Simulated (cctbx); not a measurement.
# Solving a structure by charge flipping

Cell a = 6.6820 Å, b = 6.6820 Å, c = 3.6220 Å, α = 90.00°, β = 90.00°, γ = 120.00°; space group P-62m (no. 189); content Pb1 Ta3 Mn3 Si2.

Simulated single-crystal data (cctbx): Mo Kα, λ = 0.71073 Å, to d = 0.6 Å, 50 % of the full sphere, strongest reflection 40000 counts, noise from counting, a 2 % proportional error and a noise floor of 15 counts (s.d.); no absorption, and some extinction, which the refinements don't model.

Charge flipping in P1 on normalised amplitudes to 0.9 Å, δ = 1.1 σ, 10 % of the reflections treated as weak, 100 cycles:

```text
cycle      R  skewness
    0  0.521     0.29
    8  0.403     2.35
   16  0.339     3.26
   24  0.312     3.54
   32  0.307     3.39
   40  0.315     3.28
   48  0.288     3.26
   56  0.278     3.33
   64  0.311     3.38
   72  0.281     3.30
   80  0.317     3.31
   88  0.285     3.23
   96  0.292     3.27
origin shift          correlation  skewness
-0.005  0.150 -0.008      0.844      1.64
 0.918  0.187 -0.020      0.850      2.70
 0.463  0.656 -0.019      0.832      1.60
-0.003  0.200  0.371      0.780      0.88
taken: symmetry correlation 0.850, skewness 2.70
peak      x       y       z  mult  height/sigma
Q1    0.0000  0.5626  0.5000    3      8.8
Q2    0.0000  0.0000  0.5000    1      8.1
Q3    0.0000  0.2888  0.0000    3      3.9
Q4    0.3333  0.6667  0.0000    2      3.4
Q5    0.0000  0.7158  0.0000    3      2.3
Q6    0.1032  0.2161  0.5000    6      2.1
Q7    0.1616  0.4904  0.5000    6      1.5
Q8    0.0000  0.8742  0.2262    6      1.2
Q9    0.0000  0.0901  0.0000    3      1.0
```

The origin is taken among those within 0.04 of the best correlation, by the skewness of the map.

It took 0.3 s on 1 thread of Arm Neoverse V2, with other jobs on the host, peak memory 0.07 GiB.

**Question.** Which peaks are atoms, and which elements?

Heights follow Z only loosely here, so the multiplicities, which must add up to the content, decide. First model: Q1 = Ta1 (3 in the cell, height 8.8), Q2 = Pb1 (1 in the cell, height 8.1), Q3 = Mn1 (3 in the cell, height 3.9) and Q4 = Si1 (2 in the cell, height 3.4). Against the true structure, Q1 is Ta, Q2 is Pb, Q3 is Mn and Q4 is Si; the other peaks are not atoms.

Least squares on F², isotropic:

```text
Rint 0.022, 283 unique reflections to 0.60 A
cycle     R1     wR2    GooF  max shift (A)
   1  0.3862  0.6953  38.428   0.30474
   3  0.0088  0.0193   1.065   0.00000
final R1 0.0088 wR2 0.0193 GooF 1.065  parameters 6  data/parameter 47.2
atom        x        y        z      Ueq    occ   su(xyz)  su(Uiso or U11)
Ta1    0.00000  0.58649  0.50000   0.0126  1.000  0.00003  0.0000
Pb1    0.00000  0.00000  0.50000   0.0112  1.000  0.00000  0.0001
Mn1    0.00000  0.24202  0.00000   0.0156  1.000  0.00014  0.0001
Si1    0.33333  0.66667  0.00000   0.0251  1.000  0.00000  0.0005
difference map: max 0.78 min -1.00 rms 0.22
Q1    0.0000  0.5340  0.1295    6    0.80  1.39 A from Ta1
Q2    0.0000  0.8431  0.2712    6    0.68  1.34 A from Pb1
Q3    0.0000  0.2608  0.5000    3    0.67  1.74 A from Pb1
Q4    0.0000  0.3089  0.2676    6    0.67  1.07 A from Mn1
Q5    0.1769  0.6676  0.2813   12    0.63  1.30 A from Ta1
```

Anisotropic refinement:

```text
Rint 0.022, 283 unique reflections to 0.60 A
cycle     R1     wR2    GooF  max shift (A)
   1  0.0088  0.0193   1.077   0.00012
   2  0.0086  0.0188   1.051   0.00000
final R1 0.0086 wR2 0.0188 GooF 1.051  parameters 12  data/parameter 23.6
atom        x        y        z      Ueq    occ   su(xyz)  su(Uiso or U11)
Ta1    0.00000  0.58649  0.50000   0.0126  1.000  0.00003  0.0001
Pb1    0.00000  0.00000  0.50000   0.0112  1.000  0.00000  0.0001
Mn1    0.00000  0.24204  0.00000   0.0156  1.000  0.00015  0.0004
Si1    0.33333  0.66667  0.00000   0.0250  1.000  0.00000  0.0007
Flack x: -0.003(8)
Hooft y: 0.005(8)  Bijvoet pairs: 115
difference map: max 0.75 min -1.01 rms 0.21
Q1    0.0000  0.5342  0.1293    6    0.77  1.39 A from Ta1
Q2    0.0000  0.2628  0.5000    3    0.68  1.76 A from Pb1
Q3    0.0000  0.8434  0.2717    6    0.66  1.33 A from Pb1
Q4    0.0000  0.3063  0.2624    6    0.66  1.04 A from Mn1
Q5    0.1754  0.6672  0.2810   12    0.64  1.29 A from Ta1
Q6    0.0000  0.6626  0.2542    6    0.62  1.03 A from Ta1
```

**Reading.** The refinement ends at R1 = 0.0086, wR2 = 0.0188, GooF = 1.05, with difference density between -1.01 and 0.75 e/Å³. Every site matches the true model in element, within 0.001 Å r.m.s., up to an allowed shift of origin or inversion. Flack x = -0.003 with s.u. 0.008: x is within 3 s.u. of 0, so the absolute structure is right.

True model:

| atom | mult. | x | y | z | Ueq (Å²) |
| --- | --- | --- | --- | --- | --- |
| Pb1 | 1 | 0 | 0 | 1/2 | 0.0113 |
| Ta1 | 3 | 0 | 0.5865 | 1/2 | 0.0127 |
| Mn1 | 3 | 0 | 0.2419 | 0 | 0.0157 |
| Si1 | 2 | 2/3 | 1/3 | 0 | 0.0247 |

The model was made for the exercise: a known structure type with other elements put in, its volume estimated, not relaxed; displacement parameters are assumed.

[Middle refinement cycles are left out of these outputs.]

[Logs are printed without paths, hosts, clocks, repeated set-up lines and the standing remarks that a program may print on its own settings, such as how far it seeks lower states.]
